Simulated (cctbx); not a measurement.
# Accept or mend?

Cell a = 4.3070 Å, b = 4.3070 Å, c = 16.8810 Å, α = 90.00°, β = 90.00°, γ = 90.00°; space group I4/mmm (no. 139).

Simulated single-crystal data (cctbx): synchrotron X-rays, λ = 0.4959 Å, to d = 0.6 Å, 95 % of the full sphere, strongest reflection 20000 counts, noise from counting, a 4 % proportional error and a noise floor of 4 counts (s.d.); no absorption, and some extinction, which the refinements don't model.

An anisotropic refinement with weights 1/σ² prints:

```text
Rint 0.034, 267 unique reflections to 0.60 A
cycle     R1     wR2    GooF  max shift (A)
   1  0.2646  0.5324  28.844   0.00496
   2  0.2715  0.5118  27.732   0.00001
final R1 0.2715 wR2 0.5118 GooF 27.732  parameters 6  data/parameter 44.5
atom        x        y        z      Ueq    occ   su(xyz)  su(Uiso or U11)
Bi1    0.00000  0.00000  0.31659  -0.0018  1.000  0.00023  0.0015  NPD
Bi2    0.00000  0.50000  0.00000  -0.0010  1.000  0.00000  0.0019  NPD
difference map: max 263.01 min -52.48 rms 11.17
Q1    0.0000  0.0000  0.1369    4  269.81  3.03 A from Bi1
Q2    0.0000  0.0000  0.3141    4  167.14  0.04 A from Bi1
Q3    0.0000  0.5000  0.0000    4  152.64  0.00 A from Bi2
Q4    0.0000  0.0000  0.0355    4   41.36  2.24 A from Bi2
Q5    0.0000  0.0000  0.4338    4   38.78  1.98 A from Bi1
Q6    0.0000  0.0000  0.0955    4   34.74  2.69 A from Bi2
```

Q: Accept it or mend it, and why?

Mend it. The fault: an atom left out, As at (0, 0, 0.1358). Against the right model at the same level, R1 goes from 0.0077 to 0.2715 and GooF from 1.00 to 27.73, U of Bi1 shrinks from 0.0035 to -0.0018 Å², the top difference peak, 269.8 e/Å³, lies 3.03 Å from Bi1 and Bi1 and Bi2 go non-positive-definite. Q1 is the missing atom. With scattering power missing, scale and phases suffer, so peaks may also grow on the heavy atoms.

The compound is Bi2As. The right model at the same level gives:

```text
Rint 0.034, 267 unique reflections to 0.60 A
cycle     R1     wR2    GooF  max shift (A)
   1  0.0117  0.0316   1.724   0.00161
   2  0.0077  0.0184   1.001   0.00000
final R1 0.0077 wR2 0.0184 GooF 1.001  parameters 9  data/parameter 29.7
atom        x        y        z      Ueq    occ   su(xyz)  su(Uiso or U11)
Bi1    0.00000  0.00000  0.31690   0.0035  1.000  0.00001  0.0000
Bi2    0.00000  0.50000  0.00000   0.0044  1.000  0.00000  0.0001
As1    0.00000  0.00000  0.13582   0.0074  1.000  0.00003  0.0001
difference map: max 1.20 min -1.71 rms 0.23
Q1    0.0000  0.0000  0.5000    2    1.20  2.15 A from Bi2
Q2    0.1065  0.4099  0.0901   32    0.91  1.63 A from Bi2
Q3    0.0000  0.1002  0.0000    8    0.85  1.72 A from Bi2
Q4    0.1006  0.1006  0.1241   16    0.82  0.64 A from As1
Q5    0.0000  0.1871  0.0890   16    0.79  1.13 A from As1
Q6    0.0782  0.0782  0.0479   16    0.72  1.56 A from As1
```

The model was made for the exercise: a known structure type with other elements put in, its volume estimated, not relaxed; displacement parameters are assumed.

[Middle refinement cycles are left out of these outputs.]

[Logs are printed without paths, hosts, clocks, repeated set-up lines and the standing remarks that a program may print on its own settings, such as how far it seeks lower states.]
